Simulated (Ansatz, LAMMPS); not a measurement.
# Structural relaxation of amorphous HfO2 at 8.35 g/cm^3 (84 atoms), part 2 of 4

How does amorphous HfO2 at 8.35 g/cm^3 (84 atoms) relax, and what do bonds, charges and levels look like afterwards?

Ansatz 0.2.0; Kohn-Sham DFT, PBE, PAW (set soft_2), plane waves.

The cell: 28 Hf and 56 O. The quench rate of 50 K/ps far exceeds what a furnace or splat quench reaches. The network of bonds at the start is that of the classical potential that made the cell. Only the Γ point is sampled in the main run, in a cell whose shortest periodic width is 11 Å. No spin–orbit coupling is included.

So far. Step 3 (Single point at the start): Neighbours are counted within 2.83 Å (O-Hf).

## 4. Relaxation

The atoms are relaxed in the fixed cell, aiming at the force tolerance of the input.

File input.yaml:

```yaml
crystal:
  lattice:
    - [10.5436, 0.0, 0.0]
    - [0.0, 10.5436, 0.0]
    - [0.0, 0.0, 10.5436]
  atoms:
    [... the 84 atom lines of step 3 ...]
kpoints:
  mp_grid: { grid: [1, 1, 1] }
hamiltonian:
  xc: pbe
scf:
  occupations: { method: fermi_dirac, width: 0.025 }
output:
  forces: true
relax:
  f_tol: 0.04
  max_steps: 250
```

The run is started by

```bash
ansatz run input.yaml --threads 4 --pin off --max-ram 8192MiB --backend cpu --events-out ev --progress --plain --runs-dir out
```

Numbers of over 12 decimals in the logs are rounded to 6 here.

The program printed:

```text
[...]
Crystal: 84 atoms, lattice volume = 1172.106 Å³
Basis set: ecut = 420 eV, 22983 PW (Γ), exchange–correlation on 144×144×144 points (8 copies of the dense FFT grid, shifted against one another)
Bands: 639, of which v1, the nominal top of the filled ones, is band 532 counted from 1 (531 counted from 0)
Symmetry: 1 space group operations
[...]
k-points: 1
[...]
SCF iter   1: F=—  HF=-472109.544335 eV  |F-HF|=—  |Δ(HF+E_count)|=         —  Δρ=4.14e-3  dr2=2.17e-1  ethr=1.77e-3  ⟨swp⟩=4.0  Hψ=1947  notcnv=0  defer=36
[...]
SCF iter   7: F=-472109.527881 eV  HF=-472109.527888 eV  |F-HF|=7.27e-6  |Δ(HF+E_count)|=   7.94e-5  Δρ=4.48e-5  dr2=2.79e-5  ethr=3.76e-9  ⟨swp⟩=5.0  Hψ=2076  notcnv=0
SCF 1 converged in 7 iterations: F = -472109.527881 eV  dr2 = 2.79e-5
[...]
relax step   1: F+E_penalty+E_count = -472109.52788107 eV  Δ(F+E_penalty+E_count) = +0.000e0 eV  max|allowed force component| = 2.016e0 eV/Å  Δτ_max = 0.0000 Å  (7 SCF iters, dr2 threshold 4.00e-5 eV, accepted)
[...]
relax step   2: F+E_penalty+E_count = -472110.50276161 eV  Δ(F+E_penalty+E_count) = -9.749e-1 eV  max|allowed force component| = 8.565e-1 eV/Å  Δτ_max = 0.1189 Å  (7 SCF iters, dr2 threshold 1.00e-4 eV, accepted)
[...]
relax step   3: F+E_penalty+E_count = -472110.94865339 eV  Δ(F+E_penalty+E_count) = -4.459e-1 eV  max|allowed force component| = 5.641e-1 eV/Å  Δτ_max = 0.0745 Å  (6 SCF iters, dr2 threshold 4.59e-5 eV, accepted)
relax step   4: F+E_penalty+E_count = -472111.38833466 eV  Δ(F+E_penalty+E_count) = -4.397e-1 eV  max|allowed force component| = 3.421e-1 eV/Å  Δτ_max = 0.2000 Å  (7 SCF iters, dr2 threshold 5.74e-5 eV, accepted)
relax step   5: F+E_penalty+E_count = -472111.52339521 eV  Δ(F+E_penalty+E_count) = -1.351e-1 eV  max|allowed force component| = 1.512e-1 eV/Å  Δτ_max = 0.2000 Å  (7 SCF iters, dr2 threshold 4.30e-5 eV, accepted)
relax step   6: F+E_penalty+E_count = -472111.52474070 eV  Δ(F+E_penalty+E_count) = -1.345e-3 eV  max|allowed force component| = 2.835e-1 eV/Å  Δτ_max = 0.2000 Å  (9 SCF iters, dr2 threshold 4.47e-6 eV, accepted)
relax step   7: F+E_penalty+E_count = -472111.63134772 eV  Δ(F+E_penalty+E_count) = -1.066e-1 eV  max|allowed force component| = 1.506e-1 eV/Å  Δτ_max = 0.2000 Å  (7 SCF iters, dr2 threshold 1.57e-5 eV, accepted)
relax step   8: F+E_penalty+E_count = -472111.69598894 eV  Δ(F+E_penalty+E_count) = -6.464e-2 eV  max|allowed force component| = 1.295e-1 eV/Å  Δτ_max = 0.2000 Å  (8 SCF iters, dr2 threshold 6.40e-6 eV, accepted)
relax step   9: F+E_penalty+E_count = -472111.70505975 eV  Δ(F+E_penalty+E_count) = -9.071e-3 eV  max|allowed force component| = 5.056e-1 eV/Å  Δτ_max = 0.1951 Å  (8 SCF iters, dr2 threshold 4.73e-6 eV, accepted)
relax step  10: F+E_penalty+E_count = -472111.80406093 eV  Δ(F+E_penalty+E_count) = -9.900e-2 eV  max|allowed force component| = 1.049e-1 eV/Å  Δτ_max = 0.2000 Å  (6 SCF iters, dr2 threshold 1.00e-4 eV, accepted)
relax step  11: F+E_penalty+E_count = -472111.82317718 eV  Δ(F+E_penalty+E_count) = -1.912e-2 eV  max|allowed force component| = 5.416e-2 eV/Å  Δτ_max = 0.1402 Å  (10 SCF iters, accepted)
relax step  12: F+E_penalty+E_count = -472111.82102668 eV  Δ(F+E_penalty+E_count) = +2.151e-3 eV  max|allowed force component| = 1.237e-1 eV/Å  Δτ_max = 0.0827 Å  (9 SCF iters, rejected (line search))
relax step  13: F+E_penalty+E_count = -472111.82772922 eV  Δ(F+E_penalty+E_count) = -4.552e-3 eV  max|allowed force component| = 3.294e-2 eV/Å  Δτ_max = 0.0413 Å  (9 SCF iters, accepted)
[...]
relax step  14: F+E_penalty+E_count = -472111.82924581 eV  Δ(F+E_penalty+E_count) = -1.517e-3 eV  max|allowed force component| = 3.341e-2 eV/Å  Δτ_max = 0.0494 Å  (9 SCF iters, accepted)
SCF converged after 9 iterations
Free energy (F): -472111.829246 eV
[...]
Internal energy: -472111.829246 eV  (E = F + TS)
E sigma→0 (E₀):  -472111.829246 eV
Fermi energy:    12.656149 eV
[...]
--- Forces (eV/Å), atoms counted from 1 ---
  atom   1  Hf    -0.00475761    -0.02027474    -0.03121192
  atom   2  Hf     0.00761694     0.00601623     0.00904104
  atom   3  Hf     0.01010538     0.00045886    -0.00515660
  atom   4  Hf    -0.01516231     0.00243142     0.00576416
  atom   5  Hf     0.00594605    -0.01482469     0.01267153
  atom   6  Hf    -0.01003739    -0.00627929    -0.00753701
  atom   7  Hf    -0.00161980    -0.01341491    -0.00872197
  atom   8  Hf     0.00046756    -0.00355773     0.00835113
  atom   9  Hf     0.01226754    -0.02906255    -0.01652064
  atom  10  Hf    -0.00592349     0.00676162     0.00479261
  atom  11  Hf    -0.01370469     0.00160746     0.01979199
  atom  12  Hf    -0.01019561     0.00277828    -0.00451909
  atom  13  Hf     0.00959504     0.00702901     0.00124047
  atom  14  Hf    -0.01167355    -0.00597658    -0.00011730
[...]
atom  83  O      0.00306239    -0.00275422     0.00864227
  atom  84  O     -0.00131587    -0.00747717     0.00370169
  max |Σ_I F_I| component: 5.78e-5 eV/Å
--- Relaxed structure (14 steps of the walk, 13 accepted, 0 SCFs on fresh bases) ---
  F+E_penalty+E_count = -472111.82924581 eV   max|allowed force component| = 3.341e-2 eV/Å
  atoms:
    - { symbol: Hf, position: [0.655381, 0.276578, 0.326753] }
    - { symbol: Hf, position: [0.976972, 0.690082, 0.910489] }
    - { symbol: Hf, position: [0.030852, 0.079065, 0.411478] }
    - { symbol: Hf, position: [0.733967, 0.890933, 0.321013] }
[...]
- { symbol: O, position: [0.582613, 0.575030, 0.554445] }
```

Wall time 5.7 min (4 threads of Intel Xeon at 2.70GHz, shared host); peak memory 2.1 GiB.

Step by step:

| step | energy less that of the first step (eV) | largest force component (eV/Å) |
| --- | --- | --- |
| 1 | 0.0000 | 2.0160 |
| 2 | -0.9749 | 0.8565 |
| 3 | -1.4208 | 0.5641 |
| 4 | -1.8605 | 0.3421 |
| 5 | -1.9955 | 0.1512 |
| 6 | -1.9969 | 0.2835 |
| 7 | -2.1035 | 0.1506 |
| 8 | -2.1681 | 0.1295 |
| 9 | -2.1772 | 0.5056 |
| 10 | -2.2762 | 0.1049 |
| 11 | -2.2953 | 0.0542 |
| 12 | -2.2931 | 0.1237 |
| 13 | -2.2998 | 0.0329 |
| 14 | -2.3014 | 0.0334 |

Relaxation step 12 was tried and not accepted.

The atoms that moved most (Å):

| atom | dx | dy | dz | length |
| --- | --- | --- | --- | --- |
| O34 | -0.260 | -0.765 | 0.293 | 0.860 |
| Hf5 | 0.461 | 0.664 | -0.181 | 0.829 |
| O63 | -0.055 | 0.553 | -0.384 | 0.676 |
| O35 | -0.353 | -0.277 | 0.456 | 0.640 |
| O76 | 0.428 | -0.409 | 0.060 | 0.595 |
| Hf7 | 0.480 | -0.156 | 0.305 | 0.590 |
| Hf23 | -0.247 | 0.450 | -0.177 | 0.543 |
| O56 | 0.018 | 0.080 | -0.529 | 0.535 |

The relaxation changed the energy by -27.4 meV/atom, and atoms moved by 0.32 Å r.m.s., 0.86 Å at most.

## 5. Local order after relaxation

Bonds before and after, by the cutoffs listed below:

| pair | bonds before | bonds after | mean before (Å) | mean after (Å) | spread before (Å) | spread after (Å) |
| --- | --- | --- | --- | --- | --- | --- |
| O-Hf | 168 | 165 | 2.155 | 2.133 | 0.097 | 0.124 |

Density 8.35 g/cm³, 13.95 Å³ an atom.

Pair distribution functions g(r), in bins of 0.1 Å:

| r (Å) | total | O-O | O-Hf | Hf-Hf |
| --- | --- | --- | --- | --- |
| 1.85 | 0.00 | 0.00 | 0.00 | 0.00 |
| 1.95 | 0.84 | 0.00 | 1.89 | 0.00 |
| 2.05 | 3.50 | 0.00 | 7.88 | 0.00 |
| 2.15 | 3.81 | 0.00 | 8.56 | 0.00 |
| 2.25 | 0.89 | 0.00 | 2.00 | 0.00 |
| 2.35 | 0.43 | 0.00 | 0.97 | 0.00 |
| 2.45 | 0.13 | 0.00 | 0.30 | 0.00 |
| 2.55 | 0.65 | 1.47 | 0.00 | 0.00 |
| 2.65 | 0.97 | 2.10 | 0.08 | 0.00 |
| 2.75 | 0.91 | 2.05 | 0.00 | 0.00 |
| 2.85 | 1.33 | 2.77 | 0.22 | 0.00 |
| 2.95 | 1.21 | 2.66 | 0.07 | 0.00 |
| 3.05 | 0.91 | 1.67 | 0.32 | 0.26 |
| 3.15 | 0.93 | 1.86 | 0.18 | 0.24 |
| 3.25 | 1.01 | 1.64 | 0.17 | 1.81 |
| 3.35 | 0.94 | 1.06 | 0.26 | 3.19 |
| 3.45 | 0.82 | 0.80 | 0.40 | 2.60 |
| 3.55 | 0.67 | 0.66 | 0.52 | 1.31 |
| 3.65 | 1.09 | 0.76 | 1.12 | 2.32 |
| 3.75 | 1.05 | 0.64 | 0.93 | 3.22 |
| 3.85 | 1.00 | 0.72 | 0.92 | 2.41 |
| 3.95 | 1.05 | 0.83 | 0.84 | 2.73 |
| 4.05 | 1.08 | 0.83 | 1.34 | 1.01 |
| 4.15 | 1.00 | 0.90 | 1.25 | 0.42 |
| 4.25 | 1.03 | 1.09 | 1.06 | 0.66 |
| 4.35 | 0.82 | 0.53 | 1.26 | 0.25 |
| 4.45 | 0.96 | 0.36 | 1.74 | 0.24 |
| 4.55 | 1.04 | 0.55 | 1.64 | 0.57 |
| 4.65 | 1.04 | 0.83 | 1.52 | 0.00 |
| 4.75 | 1.14 | 0.76 | 1.47 | 1.27 |
| 4.85 | 0.95 | 0.76 | 1.29 | 0.40 |
| 4.95 | 0.90 | 0.80 | 1.02 | 0.87 |
| 5.05 | 1.03 | 0.86 | 1.29 | 0.65 |
| 5.15 | 1.04 | 1.24 | 0.92 | 0.72 |
| 5.25 | 0.98 | 1.19 | 0.89 | 0.52 |

Bonds by pair of elements; cutoffs follow the first minimum of g(r), held within bounds set by covalent radii, and pairs that aren't listed don't count as bonded:

| pair A-B | cutoff (Å) | bonds | mean length (Å) | spread (Å) | shortest (Å) | B about A | A about B |
| --- | --- | --- | --- | --- | --- | --- | --- |
| O-Hf | 2.82 | 165 | 2.13 | 0.124 | 1.92 | 2.95 | 5.89 |

How many atoms have how many bonded neighbours:

| element | mean | 2 | 3 | 4 | 5 | 6 | 7 | 8 |
| --- | --- | --- | --- | --- | --- | --- | --- | --- |
| Hf | 5.89 | 0 | 0 | 0 | 7 | 18 | 2 | 1 |
| O | 2.95 | 7 | 45 | 4 | 0 | 0 | 0 | 0 |

Bond angles, per cent of each kind in bins of 5°:

| angle (°) | O-Hf-O | Hf-O-Hf |
| --- | --- | --- |
| 60–65 | 0.7 | 0.0 |
| 65–70 | 2.2 | 0.0 |
| 70–75 | 9.8 | 0.0 |
| 75–80 | 9.8 | 0.6 |
| 80–85 | 11.0 | 1.2 |
| 85–90 | 10.0 | 0.0 |
| 90–95 | 7.3 | 3.0 |
| 95–100 | 6.6 | 12.7 |
| 100–105 | 6.6 | 18.7 |
| 105–110 | 5.9 | 8.4 |
| 110–115 | 2.2 | 5.4 |
| 115–120 | 1.2 | 5.4 |
| 120–125 | 3.2 | 12.7 |
| 125–130 | 1.9 | 7.2 |
| 130–135 | 2.4 | 9.0 |
| 135–140 | 1.5 | 4.2 |
| 140–145 | 4.4 | 2.4 |
| 145–150 | 2.7 | 4.8 |
| 150–155 | 3.7 | 1.2 |
| 155–160 | 1.7 | 1.8 |
| 160–165 | 1.9 | 0.6 |
| 165–170 | 1.9 | 0.0 |
| 170–175 | 1.2 | 0.6 |
| 175–180 | 0.2 | 0.0 |

Bond angles (no mean is given where the spread exceeds 20°):

| angle | count | mean (°) | spread (°) |
| --- | --- | --- | --- |
| O-Hf-O | 410 | - | - |
| Hf-O-Hf | 166 | 117 | 18 |

Bond length by coordination (bonds to H left out):

| element | coordination | atoms | mean bond length (Å) |
| --- | --- | --- | --- |
| Hf | 5 | 7 | 2.07 |
| Hf | 6 | 18 | 2.13 |
| Hf | 7 | 2 | 2.20 |
| Hf | 8 | 1 | 2.30 |
| O | 2 | 7 | 1.99 |
| O | 3 | 45 | 2.13 |
| O | 4 | 4 | 2.25 |

First main peaks of g(r), for some of the pairs, lie near 2.1 Å (O-Hf). Counting bonds as in the table, 64 % of Hf atoms have 6 and 80 % of O atoms have 3 bonded neighbours. Bonds at O atoms with 2 neighbours average 1.99 Å, against 2.25 Å at those with 4.

(Continued in part 3 of 4.)

[Logs are printed without paths, hosts, clocks, repeated set-up lines and the standing remarks that a program may print on its own settings, such as how far it seeks lower states.]

[Hosts, paths, dates, database ids (printed as entryN), source tags and the programs' standing remarks are cut or masked in the printed files.]
